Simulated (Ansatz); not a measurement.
# Work function of bcc Ta face by face (PBEsol, PAW set soft_1)

Does the work function of Ta follow how densely a face is packed?

All values are computed: Ansatz 0.2.0, PBEsol, plane waves, PAW set soft_1, scalar-relativistic unless marked; slabs or sheets with vacuum, the vacuum level from the planar mean of the electrostatic potential.

| face | atoms in the slab | top-layer atoms per Å² | work function (eV) |
| --- | --- | --- | --- |
| (100) | 8 | 0.092 | 3.86 |
| (110) | 6 | 0.130 | 4.80 |

The densest face listed is +0.94 eV against the most open one. That fits Smoluchowski's order: on an open face electrons flow from the ridges into the troughs, which leaves a dipole with its positive end outwards and lowers the barrier.

The slabs are 1×1 cuts on the parent's lattice, 11.1 to 11.3 Å between the outer relaxed layers. Two faces can't establish a trend.
